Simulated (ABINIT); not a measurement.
**A GW run on CdF2 (Fm-3m) in ABINIT, with inputs changed**

A base run on CdF2 (Fm-3m), then changed inputs.

Program: ABINIT 10.8.3. Level of theory: PBE and many-body steps on it, plane waves. Results are calculated unless marked as measured.

**1. Starting point**

Symmetry: Fm-3m, No. 225, cubic system. Conventional cell: a = 5.388 Å, b = 5.388 Å, c = 5.388 Å, α = 90.00°, β = 90.00°, γ = 90.00°. Nearest to Cd lie 8 F at 2.33 Å. Nearest to F lie 4 Cd at 2.33 Å. Farther neighbours and most contacts between anions are not listed.

The cell and positions come from the Crystallography Open Database and are kept as given unless a step says otherwise.

**2. Screening, 4×4×4 mesh, 69 bands, screening to 136.1 eV**

This step: ABINIT 10.8.3; RPA screening on PBE, plane waves, norm-conserving pseudopotentials.

The RPA dielectric matrix is built and inverted for each q.

The input, run.abi:

```
acell 3*1.0 Angstrom
rprim 
  0.000000000000 2.694000000000 2.694000000000
  2.694000000000 -0.000000000000 2.694000000000
  2.694000000000 2.694000000000 -0.000000000000
ntypat 2
znucl 48 9
natom 3
typat 1 2 2
xred 
  0.000000000000 0.000000000000 0.000000000000
  0.250000000000 0.250000000000 0.250000000000
  0.750000000000 0.750000000000 0.750000000000
pp_dirpath "pseudos"
pseudos "Cd.upf, F.upf"
ecut 47
ngkpt 4 4 4
nshiftk 1
shiftk 0 0 0
kptopt 1
chksymbreak 0
istwfk *1
occopt 1
irdwfk 1
optdriver 3
nband 69
ecuteps 5
inclvkb 2
awtr 1
symchi 1
indata_prefix "in"
outdata_prefix "out"
tmpdata_prefix "tmp"
```

The run is started by

```
$ OMP_NUM_THREADS=1 mpirun -n 4 abinit run.abi > log
```

Log:

```text
.Version 10.8.3 of ABINIT. v10.8.2 released Aug 2026.

 Symmetries : space group Fm -3 m (#225); Bravais cF (face-center cubic)
[... echo of the input left out ...]
== DATASET  1 ==================================================================
-   mpi_nproc: 4, omp_nthreads: 1 (-1 if OMP is not activated)

--- !DatasetInfo
iteration_state: {dtset: 1, }
dimensions: {natom: 3, nkpt: 8, mband: 69, nsppol: 1, nspinor: 1, nspden: 1, mpw: 4092, }
cutoff_energies: {ecut:  47.0, pawecutdg:  -1.0, }
electrons: {nelect:   3.40000000E+01, charge:   0.00000000E+00, occopt:   1.00000000E+00, tsmear:   1.00000000E-02, }

 SCREENING: Calculation of the susceptibility and dielectric matrices

 Based on a program developped by R.W. Godby, V. Olevano, G. Onida, and L. Reining.
 Incorporated in ABINIT by V. Olevano, G.-M. Rignanese, and M. Torrent.
.Using double precision arithmetic ; gwpc =  8

[... cell and pseudopotentials left out ...]
--------------------------------------------------------------------------------

 ==== K-mesh for the wavefunctions ====
 Number of points in the irreducible wedge :     8
[... list of points left out ...]
 Together with 48 symmetry operations and time-reversal symmetry
 yields    64 points in the full Brillouin Zone.

 ==== Q-mesh for the screening function ====
 Number of points in the irreducible wedge :     8
[... list of points left out ...]
 Together with 48 symmetry operations and time-reversal symmetry
 yields    64 points in the full Brillouin Zone.

 setmesh: FFT mesh size selected  =    30x   30x   30
          total number of points  =        27000

 vcoul_init : cutoff-mode = AUXILIARY_FUNCTION
 q-points for optical limit:   1
     1)      0.000010    0.000020    0.000030

- screening: taking advantage of time-reversal symmetry
- Maximum band index for partially occupied states nbvw = 17
- Remaining bands to be divided among processors   nbcw = 52
- Number of bands treated by each node ~13

 Number of electrons calculated from density =   34.0000; Expected =   34.0000
 average of density, n =  0.128843
 r_s =    1.2282
 omega_plasma =   34.6246 [eV]

 calculating chi0 at frequencies [eV] :
  1    0.000000E+00    0.000000E+00
  2    0.000000E+00    3.462465E+01

--------------------------------------------------------------------------------
  q-point number  1        q = ( 0.000000, 0.000000, 0.000000) [r.l.u.]
--------------------------------------------------------------------------------
[... chi0 elements left out ...]
 For q-point:  0.000010 0.000020 0.000030
  dielectric constant =   2.7514
  dielectric constant without local fields =   2.8919

  Average fulfillment of the sum rule on Im[epsilon] for q-point    1 :     44.22  [%]
[... wings left out ...]
  q-point number  2        q = ( 0.250000, 0.000000, 0.000000) [r.l.u.]
--------------------------------------------------------------------------------
[... chi0 elements left out ...]
  Average fulfillment of the sum rule on Im[epsilon] for q-point    2 :     60.80  [%]

 [... 6 further q-points ...]
```

It took 19 s on 4 MPI ranks of Arm Neoverse V2, shared host; peak memory 0.83 GiB.

This step gave:

```
ε∞ with local fields, on this mesh, along the program's q direction : 2.751
the same without local fields                                       : 2.892
plasma frequency                                                    : 34.62 eV
plane waves in the screening matrix                                 : 137
```

Local fields lower ε∞ by 5 %. On a Γ-centred mesh this coarse the value itself is usually too large, while a short band sum pulls it down.

**3. Base**

The self-energy is evaluated for the states that the input lists, and the levels follow from it, in one-shot runs by the linearised quasiparticle equation.

This step: G0W0 on PBE, plane waves, norm-conserving pseudopotentials.

Changes to run.abi since step 2:

```diff
@@ -24,8 +24,17 @@
 irdwfk 1
-optdriver 3
+optdriver 4
 nband 69
+gwcalctyp 0
+ecutsigx 47
+symsigma 1
+nkptgw 2
+kptgw 
+  -0.2500000000 0.5000000000 0.2500000000
+  0.0000000000 0.0000000000 0.0000000000
+bdgw 
+  16 19
+  15 21
 ecuteps 5
-inclvkb 2
-awtr 1
-symchi 1
+irdscr 1
+ppmodel 1
 indata_prefix "in"
```

Log:

```text
.Version 10.8.3 of ABINIT. v10.8.2 released Aug 2026.

 Symmetries : space group Fm -3 m (#225); Bravais cF (face-center cubic)
[... echo of the input left out ...]
== DATASET  1 ==================================================================
-   mpi_nproc: 4, omp_nthreads: 1 (-1 if OMP is not activated)

--- !DatasetInfo
iteration_state: {dtset: 1, }
dimensions: {natom: 3, nkpt: 8, mband: 69, nsppol: 1, nspinor: 1, nspden: 1, mpw: 4092, }
cutoff_energies: {ecut:  47.0, pawecutdg:  -1.0, }
electrons: {nelect:   3.40000000E+01, charge:   0.00000000E+00, occopt:   1.00000000E+00, tsmear:   1.00000000E-02, }

 SIGMA: Calculation of the GW corrections

 Based on a program developped by R.W. Godby, V. Olevano, G. Onida, and L. Reining.
 Incorporated in ABINIT by V. Olevano, G.-M. Rignanese, and M. Torrent.
.Using double precision arithmetic ; gwpc =  8

[... cell and pseudopotentials left out ...]
--------------------------------------------------------------------------------

 ==== K-mesh for the wavefunctions ====
 Number of points in the irreducible wedge :     8
[... list of points left out ...]
 Together with 48 symmetry operations and time-reversal symmetry
 yields    64 points in the full Brillouin Zone.

 ==== Q-mesh for screening function ====
 Number of points in the irreducible wedge :     8
[... list of points left out ...]
 Together with 48 symmetry operations and time-reversal symmetry
 yields    64 points in the full Brillouin Zone.

 vcoul_init : cutoff-mode = AUXILIARY_FUNCTION
 q-points for optical limit:   1
     1)      0.000010    0.000020    0.000030
 setmesh: FFT mesh size selected  =    45x   45x   45
          total number of points  =        91125

 Number of electrons calculated from density =   34.0000; Expected =   34.0000
 average of density, n =  0.128843
 r_s =    1.2282
 omega_plasma =   34.6246 [eV]

 === KS Band Gaps ===
  >>>> For spin  1
   Minimum direct gap =   3.6194 [eV], located at k-point      :   0.0000  0.0000  0.0000
   Fundamental gap    =   3.1240 [eV], Top of valence bands at :  -0.2500  0.5000  0.2500
                                       Bottom of conduction at :   0.0000  0.0000  0.0000
 SIGMA fundamental parameters:
 PLASMON POLE MODEL  1
 number of plane-waves for SigmaX                 4015
 number of plane-waves for SigmaC and W            137
 number of plane-waves for wavefunctions          4015
 number of bands                                    69
 number of independent spin polarizations            1
 number of spinorial components                      1
 number of k-points in IBZ                           8
 number of q-points in IBZ                           8
 number of symmetry operations                      48
 number of k-points in BZ                           64
 number of q-points in BZ                           64
 number of frequencies for dSigma/dE                 9
 frequency step for dSigma/dE [eV]                0.25
 number of omega for Sigma on real axis              0
 max omega for Sigma on real axis  [eV]           0.00
 zcut for avoiding poles [eV]                     0.10

 EPSILON^-1 parameters (SCR file):
 dimension of the eps^-1 matrix on file            137
 dimension of the eps^-1 matrix used               137
 number of plane-waves for wavefunctions          4015
 number of bands                                    69
 number of q-points in IBZ                           8
 number of frequencies                               2
 number of real frequencies                          1
 number of imag frequencies                          1

 matrix elements of self-energy operator (all in [eV])

 Perturbative Calculation

--- !SelfEnergy_ee
iteration_state: {dtset: 1, }
kpoint     : [  -0.250,    0.500,    0.250, ]
spin       : 1
KS_gap     :    8.101
QP_gap     :   11.460
Delta_QP_KS:    3.359
data: !SigmaeeData |
     Band     E0 <VxcDFT>   SigX SigC(E0)      Z dSigC/dE  Sig(E)    E-E0       E
       16   2.536 -23.138 -30.563   5.884   0.794  -0.260 -24.361  -1.223   1.313
       17   3.135 -24.392 -31.575   5.711   0.804  -0.244 -25.575  -1.183   1.952
       18  11.236 -16.752 -10.745  -3.467   0.856  -0.168 -14.576   2.176  13.412
       19  14.664 -10.958  -6.360  -3.353   0.878  -0.139  -9.865   1.093  15.757

--- !SelfEnergy_ee
iteration_state: {dtset: 1, }
kpoint     : [   0.000,    0.000,    0.000, ]
spin       : 1
KS_gap     :    3.619
QP_gap     :    6.085
Delta_QP_KS:    2.466
data: !SigmaeeData |
     Band     E0 <VxcDFT>   SigX SigC(E0)      Z dSigC/dE  Sig(E)    E-E0       E
       15   2.640 -24.993 -32.322   5.567   0.817  -0.225 -26.432  -1.439   1.201
       16   2.640 -24.993 -32.322   5.567   0.817  -0.225 -26.432  -1.439   1.201
       17   2.640 -24.993 -32.322   5.567   0.817  -0.225 -26.432  -1.439   1.201
       18   6.259 -12.403  -7.938  -3.293   0.876  -0.141 -11.376   1.027   7.286
       19  15.876 -10.202  -4.669  -4.019   0.877  -0.140  -8.874   1.328  17.204
       20  15.876 -10.202  -4.669  -4.019   0.877  -0.140  -8.874   1.328  17.204
       21  15.876 -10.202  -4.669  -4.019   0.877  -0.140  -8.874   1.328  17.204

== END DATASET(S) ==============================================================
================================================================================

 -outvars: echo values of variables after computation  --------
           etotal      0.0000000000E+00
            nband          69
             nkpt           8
          spgroup         225
 [... the other variables as echoed above ...]

 Calculation completed.
```

Run time: 5 s. Hardware: 4 MPI ranks; peak memory 0.62 GiB.

Numbers from this step:

```yaml
g0w0_gap_on_the_points_computed: 5.334 eV
starting_gap_on_the_mesh: 3.124 eV
k_of_the_valence_top: -0.25, 0.5, 0.25
k_of_the_conduction_bottom: 0, 0, 0
z_at_the_valence_top: 0.804
z_at_the_conduction_bottom: 0.876
least_direct_g0w0_gap_on_the_computed_points: 6.085 eV
```

The gap on the mesh goes from 3.12 eV to 5.33 eV, a correction of +2.21 eV.

**4. Smaller part of the screening matrix**

Changes to run.abi since step 3:

```diff
@@ -36,3 +36,3 @@
   15 21
-ecuteps 5
+ecuteps 2.5
 irdscr 1
```

Log:

```text
.Version 10.8.3 of ABINIT. v10.8.2 released Aug 2026.

 Symmetries : space group Fm -3 m (#225); Bravais cF (face-center cubic)
[... echo of the input left out ...]
== DATASET  1 ==================================================================
-   mpi_nproc: 4, omp_nthreads: 1 (-1 if OMP is not activated)

--- !DatasetInfo
iteration_state: {dtset: 1, }
dimensions: {natom: 3, nkpt: 8, mband: 69, nsppol: 1, nspinor: 1, nspden: 1, mpw: 4092, }
cutoff_energies: {ecut:  47.0, pawecutdg:  -1.0, }
electrons: {nelect:   3.40000000E+01, charge:   0.00000000E+00, occopt:   1.00000000E+00, tsmear:   1.00000000E-02, }

 SIGMA: Calculation of the GW corrections

 Based on a program developped by R.W. Godby, V. Olevano, G. Onida, and L. Reining.
 Incorporated in ABINIT by V. Olevano, G.-M. Rignanese, and M. Torrent.
.Using double precision arithmetic ; gwpc =  8

[... cell and pseudopotentials left out ...]
--------------------------------------------------------------------------------

 ==== K-mesh for the wavefunctions ====
 Number of points in the irreducible wedge :     8
[... list of points left out ...]
 Together with 48 symmetry operations and time-reversal symmetry
 yields    64 points in the full Brillouin Zone.

 ==== Q-mesh for screening function ====
 Number of points in the irreducible wedge :     8
[... list of points left out ...]
 Together with 48 symmetry operations and time-reversal symmetry
 yields    64 points in the full Brillouin Zone.

 vcoul_init : cutoff-mode = AUXILIARY_FUNCTION
 q-points for optical limit:   1
     1)      0.000010    0.000020    0.000030
 setmesh: FFT mesh size selected  =    45x   45x   45
          total number of points  =        91125

 Number of electrons calculated from density =   34.0000; Expected =   34.0000
[...]
number of omega for Sigma on real axis              0
 max omega for Sigma on real axis  [eV]           0.00
 zcut for avoiding poles [eV]                     0.10

 EPSILON^-1 parameters (SCR file):
 dimension of the eps^-1 matrix on file            137
 dimension of the eps^-1 matrix used                59
 number of plane-waves for wavefunctions          4015
 number of bands                                    69
 number of q-points in IBZ                           8
 number of frequencies                               2
 number of real frequencies                          1
 number of imag frequencies                          1

 matrix elements of self-energy operator (all in [eV])

 Perturbative Calculation

--- !SelfEnergy_ee
iteration_state: {dtset: 1, }
kpoint     : [  -0.250,    0.500,    0.250, ]
spin       : 1
KS_gap     :    8.101
QP_gap     :   11.787
Delta_QP_KS:    3.686
data: !SigmaeeData |
     Band     E0 <VxcDFT>   SigX SigC(E0)      Z dSigC/dE  Sig(E)    E-E0       E
       16   2.536 -23.138 -30.563   5.406   0.809  -0.237 -24.770  -1.632   0.904
       17   3.135 -24.392 -31.575   5.264   0.819  -0.222 -25.963  -1.570   1.565
       18  11.236 -16.752 -10.745  -3.555   0.863  -0.159 -14.636   2.115  13.351
[...]
--- !SelfEnergy_ee
iteration_state: {dtset: 1, }
kpoint     : [   0.000,    0.000,    0.000, ]
spin       : 1
KS_gap     :    3.619
QP_gap     :    6.317
Delta_QP_KS:    2.698
data: !SigmaeeData |
     Band     E0 <VxcDFT>   SigX SigC(E0)      Z dSigC/dE  Sig(E)    E-E0       E
[...]
20  15.876 -10.202  -4.669  -4.052   0.877  -0.140  -8.902   1.300  17.176
       21  15.876 -10.202  -4.669  -4.052   0.877  -0.140  -8.902   1.300  17.176

== END DATASET(S) ==============================================================
================================================================================

 -outvars: echo values of variables after computation  --------
           etotal      0.0000000000E+00
            nband          69
             nkpt           8
          spgroup         225
 [... the other variables as echoed above ...]

 Calculation completed.
```

It took 3.6 s on 4 MPI ranks; peak memory 0.58 GiB.

Numbers from this step:

- G0W0 gap on the points computed: 5.607 eV
- starting gap on the mesh: 3.124 eV
- k of the valence top: -0.25, 0.5, 0.25
- k of the conduction bottom: 0, 0, 0
- Z at the valence top: 0.819
- Z at the conduction bottom: 0.879
- least direct G0W0 gap on the computed points: 6.317 eV

**5. Exchange cutoff**

Changes to run.abi since step 4:

```diff
@@ -27,3 +27,3 @@
 gwcalctyp 0
-ecutsigx 47
+ecutsigx 14.1
 symsigma 1
@@ -36,3 +36,3 @@
   15 21
-ecuteps 2.5
+ecuteps 5
 irdscr 1
```

Log:

```text
.Version 10.8.3 of ABINIT. v10.8.2 released Aug 2026.

 Symmetries : space group Fm -3 m (#225); Bravais cF (face-center cubic)
[... echo of the input left out ...]
== DATASET  1 ==================================================================
-   mpi_nproc: 4, omp_nthreads: 1 (-1 if OMP is not activated)

--- !DatasetInfo
iteration_state: {dtset: 1, }
dimensions: {natom: 3, nkpt: 8, mband: 69, nsppol: 1, nspinor: 1, nspden: 1, mpw: 4092, }
cutoff_energies: {ecut:  47.0, pawecutdg:  -1.0, }
electrons: {nelect:   3.40000000E+01, charge:   0.00000000E+00, occopt:   1.00000000E+00, tsmear:   1.00000000E-02, }

 SIGMA: Calculation of the GW corrections

 Based on a program developped by R.W. Godby, V. Olevano, G. Onida, and L. Reining.
 Incorporated in ABINIT by V. Olevano, G.-M. Rignanese, and M. Torrent.
.Using double precision arithmetic ; gwpc =  8

[... cell and pseudopotentials left out ...]
--------------------------------------------------------------------------------

 ==== K-mesh for the wavefunctions ====
 Number of points in the irreducible wedge :     8
[... list of points left out ...]
 Together with 48 symmetry operations and time-reversal symmetry
 yields    64 points in the full Brillouin Zone.

 ==== Q-mesh for screening function ====
 Number of points in the irreducible wedge :     8
[... list of points left out ...]
 Together with 48 symmetry operations and time-reversal symmetry
 yields    64 points in the full Brillouin Zone.

 vcoul_init : cutoff-mode = AUXILIARY_FUNCTION
 q-points for optical limit:   1
     1)      0.000010    0.000020    0.000030
 setmesh: FFT mesh size selected  =    36x   36x   36
          total number of points  =        46656

 Number of electrons calculated from density =   34.0000; Expected =   34.0000
[...]
number of omega for Sigma on real axis              0
 max omega for Sigma on real axis  [eV]           0.00
 zcut for avoiding poles [eV]                     0.10

 EPSILON^-1 parameters (SCR file):
 dimension of the eps^-1 matrix on file            137
 dimension of the eps^-1 matrix used               137
 number of plane-waves for wavefunctions          4015
 number of bands                                    69
 number of q-points in IBZ                           8
 number of frequencies                               2
 number of real frequencies                          1
 number of imag frequencies                          1

 matrix elements of self-energy operator (all in [eV])

 Perturbative Calculation

--- !SelfEnergy_ee
iteration_state: {dtset: 1, }
kpoint     : [  -0.250,    0.500,    0.250, ]
spin       : 1
KS_gap     :    8.101
QP_gap     :   11.260
Delta_QP_KS:    3.159
data: !SigmaeeData |
     Band     E0 <VxcDFT>   SigX SigC(E0)      Z dSigC/dE  Sig(E)    E-E0       E
       16   2.536 -23.138 -30.069   5.884   0.794  -0.260 -23.970  -0.832   1.704
       17   3.135 -24.392 -30.938   5.711   0.804  -0.244 -25.063  -0.671   2.464
       18  11.236 -16.752 -10.380  -3.467   0.856  -0.168 -14.264   2.488  13.724
[...]
--- !SelfEnergy_ee
iteration_state: {dtset: 1, }
kpoint     : [   0.000,    0.000,    0.000, ]
spin       : 1
KS_gap     :    3.619
QP_gap     :    5.546
Delta_QP_KS:    1.926
data: !SigmaeeData |
     Band     E0 <VxcDFT>   SigX SigC(E0)      Z dSigC/dE  Sig(E)    E-E0       E
[...]
20  15.876 -10.202  -4.510  -4.019   0.877  -0.140  -8.735   1.467  17.343
       21  15.876 -10.202  -4.510  -4.019   0.877  -0.140  -8.735   1.467  17.343

== END DATASET(S) ==============================================================
================================================================================

 -outvars: echo values of variables after computation  --------
           etotal      0.0000000000E+00
            nband          69
             nkpt           8
          spgroup         225
 [... the other variables as echoed above ...]

 Calculation completed.
```

The job ended after 4.5 s (4 MPI ranks; peak memory 0.63 GiB; 18 s of CPU time).

This step gave:

| Item | Value |
| --- | --- |
| G0W0 gap on the points computed | 4.944 eV |
| starting gap on the mesh | 3.124 eV |
| k of the valence top | -0.25, 0.5, 0.25 |
| k of the conduction bottom | 0, 0, 0 |
| Z at the valence top | 0.804 |
| Z at the conduction bottom | 0.876 |
| least direct G0W0 gap on the computed points | 5.545 eV |

(Part 1 of 2 ends here.)

[Paths, hosts, dates, memory and timing lines, banners, echoed tables and standing remarks are left out of the program output.]

[Logs are printed without paths, hosts, clocks, repeated set-up lines and the standing remarks that a program may print on its own settings, such as how far it seeks lower states.]

[Runs of the session that timed out or met a known fault of the program may be left out.]

[Hosts, paths, dates, database ids (printed as entryN), source tags and the programs' standing remarks are cut or masked in the printed files.]

[G0W0 gaps are taken among the corrected bands and points alone; a level outside them can change the order at an edge.]

[Where Ansatz stands beside ABINIT at settings called matched, ABINIT's density can come from a denser mesh and the files from another edition; pairs whose starting gaps differed by over 0.03 eV were left out, so agreement reads better than it is.]
